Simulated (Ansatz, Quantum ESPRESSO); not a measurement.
# Lattice dynamics of CsCaH3 (Pm-3m) in two programs, part 2 of 2

Wanted: phonon bands, density of states and zone-centre response of CsCaH3 (Pm-3m).

Quantum ESPRESSO 7.5; DFT LDA, scalar-relativistic, plane waves, GBRV ultrasoft pseudopotentials.

So far. Step 9 (Zone-centre analysis): The rule moves no optical mode by more than 0.3 cm⁻¹. Step 12 (Modes along a direction of q (1 0 0)): The field moves 3 modes; the highest of them now lies at 1199 cm⁻¹, where the highest that moved away lay at 1115. The relaxed cell has a = 4.466 Å (conventional setting).

**13. The dispersion under another sum rule (asr all)**

The sum rule corrects the force constants themselves, so it can shift branches at any wavevector, low ones most.

The input, matdyn.in:

```
 &input
    asr='all',
    flfrc='x.fc',
    flfrq='x.freq',
    flvec='x.modes',
    q_in_band_form=.true.,
    q_in_cryst_coord=.true.,
 /
8
  0.0000000   0.0000000   0.0000000   8  ! GAMMA
  0.0000000   0.5000000   0.0000000   8  ! X
  0.5000000   0.5000000   0.0000000   8  ! M
  0.0000000   0.0000000   0.0000000   8  ! GAMMA
  0.5000000   0.5000000   0.5000000   8  ! R
  0.0000000   0.5000000   0.0000000   1  ! X
  0.5000000   0.5000000   0.5000000   8  ! R
  0.5000000   0.5000000   0.0000000   1  ! M
```

Command:

```sh
matdyn.x -in matdyn.in > matdyn.out
```

Wall time 0.59 s (1 thread of Arm Neoverse V1, shared host).

At the labelled points the branches move by no more than 0.4 cm⁻¹. The log warns that this rule wants the long-range part of the force constants stored apart (write_lr, read_lr) in a polar crystal, which was not done.

**14. A second program**

The same cell goes through another code, with its own cutoff. It uses its own PAW datasets, so the potentials differ. Its k mesh is centred on Γ.

This step: DFT LDA, scalar-relativistic, plane waves, PAW (Ansatz 0.2.0).

The input, input.yaml:

```yaml
crystal:
  lattice:
    - [4.4656596289, 0.0, 0.0]
    - [0.0, 4.4656596289, 0.0]
    - [0.0, 0.0, 4.4656596289]
  atoms:
    - { symbol: Cs, position: [0.0, 0.0, 0.0] }
    - { symbol: Ca, position: [0.5, 0.5, 0.5] }
    - { symbol: H, position: [0.5, 0.0, 0.5] }
    - { symbol: H, position: [0.0, 0.5, 0.5] }
    - { symbol: H, position: [0.5, 0.5, 0.0] }
kpoints:
  mp_grid: { grid: [4, 4, 4] }
hamiltonian:
  xc: lda
scf:
  occupations: { method: fixed }
output:
  eigenvalues: true
phonons:
  method: dfpt
  dielectric: true
  rigid_motions: translations
  qmesh: [2, 2, 2]
  temperatures: { t_max: 1000, t_step: 50 }
  qpath:
    path:
      - [[0.0, 0.0, 0.0], [0.0, 0.5, 0.0], [0.5, 0.5, 0.0], [0.0, 0.0, 0.0], [0.5, 0.5, 0.5], [0.0, 0.5, 0.0]]
      - [[0.5, 0.5, 0.5], [0.5, 0.5, 0.0]]
    npoints: 12
```

Command:

```sh
ansatz run input.yaml --threads 4 --pin off --max-ram 8192MiB --backend cpu --events-out ev --progress --plain --runs-dir out
```

The job ended after 32 s (4 threads; peak memory 0.51 GiB).

Read from the output:

* gap on the k-mesh: 2.664 eV
* sum-rule residual before enforcement: 7.35e-5 eV/Å²
* miss of the charge sum rule: 2.13e-4 e
* estimated error of the dielectric tensor: 0.009038
* estimated error of the Born charges: 0.01062 e
* mean frequency: 484.9 cm⁻¹
* Debye temperature (second moment): 1159 K
* logarithmic mean frequency: 310.2 cm⁻¹
* highest optical zone-centre mode (no LO-TO term): 1113 cm⁻¹
* lowest optical zone-centre mode: 117.5 cm⁻¹
* mean high-frequency dielectric constant: 3.844
* largest Born charge in size (third of the trace): 1.924 e
* mean static dielectric constant: 9.819
* highest mode moved by the LO-TO term: 1198 cm⁻¹

Transverse modes. Infrared lines, with heights relative to the strongest:

```
position (cm⁻¹)  label  IR intensity ((D/Å)²/amu), degenerate modes summed, relative
            118    T1u                                                           0.1
            432    T2u                                                           0.0
            461    T1u                                                           100
           1113    T1u                                                            49
```

The log warns that the force constants on this k mesh are to be taken as unconverged.

**15. The two compared: QE GBRV and Ansatz, PAW**

Worked out from the results:

```yaml
root_mean_square_difference: 1.29 cm⁻¹
largest_difference: 2.17 cm⁻¹
root_mean_square_difference_on_the_path: 1.3 cm⁻¹
largest_difference_on_the_path: 2.2 cm⁻¹
```

The 12 of 57 modes that differ most. Frequencies side by side:

```
q (reciprocal lattice)  mode  QE GBRV (cm⁻¹)  Ansatz, PAW (cm⁻¹)
                 0 0 0     7           430.5               432.5
                 0 0 0     8           430.5               432.5
                 0 0 0     9           430.5               432.5
              0 0 -0.5     9           497.4               499.4
              0 0 -0.5    10           497.4               499.4
              0 0 -0.5    11             503                 505
           0 -0.5 -0.5     7           413.2               415.4
           0 -0.5 -0.5    10           529.7               531.6
           0 -0.5 -0.5    11           529.7               531.6
        -0.5 -0.5 -0.5     7           372.7               374.8
        -0.5 -0.5 -0.5     8           372.7               374.8
        -0.5 -0.5 -0.5     9           372.7               374.8
```

The two runs side by side. Further quantities:

```
                                                                               quantity  QE GBRV  Ansatz, PAW
                                                                                mean ε∞    3.888        3.844
largest Born charge in size (e; the first before, the second after the charge sum rule)    1.928        1.924
```

The interpolated bands of the two lie on top of each other.

At the solved wavevectors the largest difference (acoustic modes at Γ apart) is 0.2 % of the highest mode.

**16. Outcome**

| Quantity | Value |
| --- | --- |
| space group after relaxation | Pm-3m |
| volume per atom | 17.8 Å³ |
| gap on the k-mesh | 2.67 eV |
| highest optical zone-centre mode (no LO-TO term) | 1115 cm⁻¹ |
| lowest optical zone-centre mode | 117.3 cm⁻¹ |
| highest mode moved by the LO-TO term | 1199 cm⁻¹ |
| mean high-frequency dielectric constant | 3.89 |
| largest Born charge in size (third of the trace) | 1.93 e |
| mean static dielectric constant | 9.95 |
| q mesh | 2×2×2 |
| lowest mode on the q mesh (acoustic ones at the zone centre apart) | 58.4 cm⁻¹ |
| zero-point energy per atom | 90.2 meV |
| heat capacity at 300 K | 16.4 J/(mol atoms K) |
| vibrational entropy at 300 K | 21.2 J/(mol atoms K) |
| imaginary modes on the q mesh | none |
| largest difference from Ansatz, PAW | 2.17 cm⁻¹ |

CsCaH3 (Pm-3m) is dynamically stable on the 2×2×2 mesh; its spectrum reaches 1303 cm⁻¹. At the LDA level the optical modes of CsCaH3 (Pm-3m) at the zone centre (no LO-TO term) run from 117 to 1115 cm⁻¹. Along the directions run, the highest mode that the macroscopic field moves lies at 1199 cm⁻¹. Lattice motion raises the mean dielectric constant from 3.888 to 9.953. Of the 12 optical modes, 9 are infrared active alone and 3 are silent. QE GBRV and Ansatz, PAW differ by 1.3 cm⁻¹ in the root mean square and by 2.2 cm⁻¹ at most, 0.2 % of the highest mode compared (acoustic modes at Γ left out; ph.x's values are those before the sum rule); the two use different potentials, and the cell was not relaxed for the second set. These are harmonic frequencies at zero temperature: anharmonic shifts and linewidths and thermal expansion are left out. Spin-orbit coupling is left out, which can matter for the heavy elements here. The LDA runs differ in the fit of the correlation energy, Perdew-Zunger in some and Perdew-Wang in others. Ansatz's log warns that force constants on this k mesh are to be taken as unconverged, an error that the frequencies of both programs share. The q mesh stands for a supercell only 8.9 Å across, so branches between the solved wavevectors are rough. The structure comes from a database and need not be the phase that is stable at ambient conditions.

[Host names and launcher messages were left out of these logs when they were recorded.]

[Logs are printed without paths, hosts, clocks, repeated set-up lines and the standing remarks that a program may print on its own settings, such as how far it seeks lower states.]

[Hosts, paths, dates, database ids (printed as entryN), source tags and the programs' standing remarks are cut or masked in the printed files.]
